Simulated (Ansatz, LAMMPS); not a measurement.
# Elastic response of amorphous 29Ga2O3-71GeO2 (mol %) (86 atoms), part 4 of 4

Aim: relax amorphous 29Ga2O3-71GeO2 (mol %) (86 atoms), then change its volume and shape to read moduli from the stress.

Ansatz 0.2.0; Kohn-Sham DFT, PBE, PAW (set soft_2), plane waves.

The cell: 14 Ga, 17 Ge and 55 O. The quench rate of 100 K/ps is many orders above laboratory rates. The starting topology of bonds comes from the classical model. Only the Γ point is sampled.

So far. Step 11 (Compressed by 1 % along x): The relaxation converged after 3 steps, 0.0637 eV below its start, with a largest force component of 0.043 eV/Å. Step 11 (Compressed by 1 % along x): Compressed by 1 % along x: the energy stands 0.0343 eV above that of the reference, at a pressure of 0.584 GPa.

### 12. Sheared by 2 % in xy

A shear of the relaxed cell gives the modulus that volume changes can't reach.

Contents of input.yaml:

```yaml
crystal:
  lattice:
    - [10.60626, 0.14885, 0.34217]
    - [0.1493, 10.6514, 0.03924]
    - [0.34256, 0.04266, 10.52572]
  atoms:
    [... the 86 atom lines of step 4 ...]
kpoints:
  mp_grid: { grid: [1, 1, 1] }
hamiltonian:
  xc: pbe
scf:
  occupations: { method: gaussian, width: 0.025 }
output:
  forces: true
  eigenvalues: true
  stress: true
relax:
  f_tol: 0.05
  max_steps: 70
```

Command:

```console
$ ansatz run input.yaml --threads 4 --pin off --max-ram 8192MiB --backend cpu --events-out ev --progress --plain --runs-dir out
```

Numbers of over 12 decimals in the logs are rounded to 6 here.

The program printed:

```text
[...]
Crystal: 86 atoms, lattice volume = 1187.611 Å³
Basis set: ecut = 420 eV, 23243 PW (Γ), exchange–correlation on 144×144×144 points (8 copies of the dense FFT grid, shifted against one another)
Bands: 461, of which v1, the nominal top of the filled ones, is band 375 counted from 1 (374 counted from 0)
Symmetry: 1 space group operations
[...]
k-points: 1
[...]
SCF iter   1: F=—  HF=-157184.520562 eV  |F-HF|=—  |Δ(HF+E_count)|=         —  Δρ=2.45e-3  dr2=8.93e-2  ethr=1.77e-3  ⟨swp⟩=6.0  Hψ=1783  notcnv=0  defer=57
[...]
SCF iter   5: F=—  HF=-157184.518549 eV  |F-HF|=—  |Δ(HF+E_count)|=   8.59e-5  Δρ=1.19e-4  dr2=1.52e-4  ethr=5.64e-8  ⟨swp⟩=2.0  Hψ=659  notcnv=0  defer=82
SCF iter   6: F=-157184.518555 eV  HF=-157184.518551 eV  |F-HF|=4.17e-6  |Δ(HF+E_count)|=   1.28e-6  Δρ=3.01e-5  dr2=1.09e-5  ethr=8.33e-9  ⟨swp⟩=9.0  Hψ=2254  notcnv=0
SCF 1 converged in 6 iterations: F = -157184.518555 eV  dr2 = 1.09e-5
[...]
relax step   1: F+E_penalty+E_count = -157184.51855477 eV  Δ(F+E_penalty+E_count) = +0.000e0 eV  max|allowed force component| = 4.622e-1 eV/Å  Δτ_max = 0.0000 Å  (6 SCF iters, dr2 threshold 6.25e-5 eV, accepted)
[...]
relax step   2: F+E_penalty+E_count = -157184.57867333 eV  Δ(F+E_penalty+E_count) = -6.012e-2 eV  max|allowed force component| = 2.315e-1 eV/Å  Δτ_max = 0.0257 Å  (6 SCF iters, dr2 threshold 1.34e-5 eV, accepted)
[...]
relax step   3: F+E_penalty+E_count = -157184.59984870 eV  Δ(F+E_penalty+E_count) = -2.118e-2 eV  max|allowed force component| = 6.531e-2 eV/Å  Δτ_max = 0.0222 Å  (6 SCF iters, dr2 threshold 3.35e-6 eV, accepted)
relax step   4: F+E_penalty+E_count = -157184.58927615 eV  Δ(F+E_penalty+E_count) = +1.057e-2 eV  max|allowed force component| = 1.290e-1 eV/Å  Δτ_max = 0.0626 Å  (9 SCF iters, rejected (line search))
[...]
relax step   5: F+E_penalty+E_count = -157184.60354733 eV  Δ(F+E_penalty+E_count) = -3.699e-3 eV  max|allowed force component| = 3.796e-2 eV/Å  Δτ_max = 0.0161 Å  (9 SCF iters, accepted)
SCF converged after 9 iterations
Free energy (F): -157184.603547 eV
[...]
Internal energy: -157184.603547 eV  (E = F + TS)
E sigma→0 (E₀):  -157184.603547 eV
Fermi energy:    5.427700 eV
[...]
Σ components = -157184.603547   (vs F -157184.603547, Δ=0.00e0)
--- Forces (eV/Å), atoms counted from 1 ---
  atom   1  Ga     0.01507606    -0.02615140     0.02498257
  atom   2  Ga     0.01006871    -0.00293943     0.00353641
  atom   3  Ga    -0.00813476     0.00273542    -0.01367786
  atom   4  Ga     0.01634742     0.00147486    -0.01217753
[...]
atom  86  O      0.00018124    -0.00197054     0.00535606
  max |Σ_I F_I| component: 1.01e-4 eV/Å
--- Stress (GPa, compression-positive) ---
        0.004831      -0.631017      -0.001041
       -0.631018       0.045691      -0.074199
       -0.001041      -0.074199      -0.004938
  P = ⅓ Tr σ = 0.0152 GPa (0.152 kbar)
--- Band table (eV) ---
[...]
--- Relaxed structure (5 steps of the walk, 4 accepted, 0 SCFs on fresh bases) ---
  F+E_penalty+E_count = -157184.60354733 eV   max|allowed force component| = 3.796e-2 eV/Å
  atoms:
    - { symbol: Ga, position: [0.029504, 0.936458, 0.848151] }
    - { symbol: Ga, position: [0.077293, 0.198857, 0.541905] }
    - { symbol: Ga, position: [0.785391, 0.090453, 0.896058] }
    - { symbol: Ga, position: [0.975766, 0.151459, 0.104708] }
[...]
- { symbol: O, position: [0.610131, 0.566696, 0.228452] }
```

It took 69 s on 4 threads of Intel Xeon Platinum 8259CL at 2.50GHz (Skylake/Cascade Lake), shared host; peak memory 1.9 GiB.

The relaxation converged after 5 steps, 0.0850 eV below its start, with a largest force component of 0.038 eV/Å.

Sheared by 2 % in xy: the energy stands 0.0421 eV above that of the reference, at a pressure of 0.0152 GPa.

### 13. Pressure against volume

Atoms are relaxed at each volume, in the scaled cell.

| volume change (%) | volume (Å³/atom) | energy change (meV/atom) | pressure (GPa) | largest move on relaxing (Å) | bonds | gap (eV) |
| --- | --- | --- | --- | --- | --- | --- |
| -10 | 12.430 | 24.01 | 5.60 | 0.65 | 137 | 1.97 |
| -6 | 12.982 | 8.50 | 3.43 | 0.27 | 136 | 2.12 |
| -3 | 13.396 | 2.05 | 1.62 | 0.13 | 136 | 2.10 |
| +0 | 13.811 | 0.00 | 0.01 | - | 133 | 2.06 |
| +3 | 14.225 | 1.90 | -1.33 | 0.13 | 132 | 2.01 |
| +6 | 14.639 | 6.59 | -2.39 | 0.38 | 132 | 1.94 |

### 14. Uniaxial strain and shear

Stress (GPa, compression positive) less that of the relaxed cell, atoms relaxed:

| strain | xx | yy | zz | xy | energy change (meV/atom) |
| --- | --- | --- | --- | --- | --- |
| stretched by 1 % along x | -0.960 | -0.343 | -0.351 | 0.018 | 0.39 |
| compressed by 1 % along x | 0.992 | 0.369 | 0.368 | -0.004 | 0.40 |
| sheared by 2 % in xy | -0.008 | 0.043 | -0.013 | -0.633 | 0.49 |

### 15. Outcome

The bulk modulus, from the slope of pressure against ln V over the three points nearest the relaxed volume, is 49.3 GPa; between neighbouring points the slope runs 50, 57, 53, 45 and 37 GPa from the smallest volume up, without a steady fall, so no pressure derivative is given. The count of bonds runs from 132 to 137 over the series, so at some points contacts cross the cutoffs. At -10 % some atom moved by over 0.5 Å on relaxing, so that point may sit in another local minimum. The gap goes from 1.97 eV at the smallest volume to 1.94 eV at the largest, not monotonically (lowest 1.94, highest 2.12 eV), on the run's k-points. In the Cartesian axes of the cell, finite differences give C11 = 97.6, C12 = 35.6, C13 = 35.9 and C66 = 31.6 GPa (the shear of 2 % is the engineering strain, εxy = 0.01). The mean of C11, C12 and C13, which equals the bulk modulus in a cubic or isotropic solid, is 56.4 GPa: it lies 14 % over the bulk modulus from the volumes. For an isotropic solid C66 would equal (C11 − C12)/2 = 31.0 GPa; so small a sample needn't be isotropic, and C66 rests on one shear. With the bulk modulus and C66 as K and G, Young's modulus would be about 78 GPa and Poisson's ratio 0.24.

Caveats: Strains are finite and relaxations stop at the force tolerance of the input, which can leave moduli too stiff; they are those of a static cell at zero temperature. Volumes are changed with the cell's shape held, so in an anisotropic solid the modulus lies over the one under free hydrostatic load. The program notes that the SCF threshold of the relaxations is loose for the stress.

The DFT runs together took 22 min of wall time.

[Logs are printed without paths, hosts, clocks, repeated set-up lines and the standing remarks that a program may print on its own settings, such as how far it seeks lower states.]

[Hosts, paths, dates, database ids (printed as entryN), source tags and the programs' standing remarks are cut or masked in the printed files.]
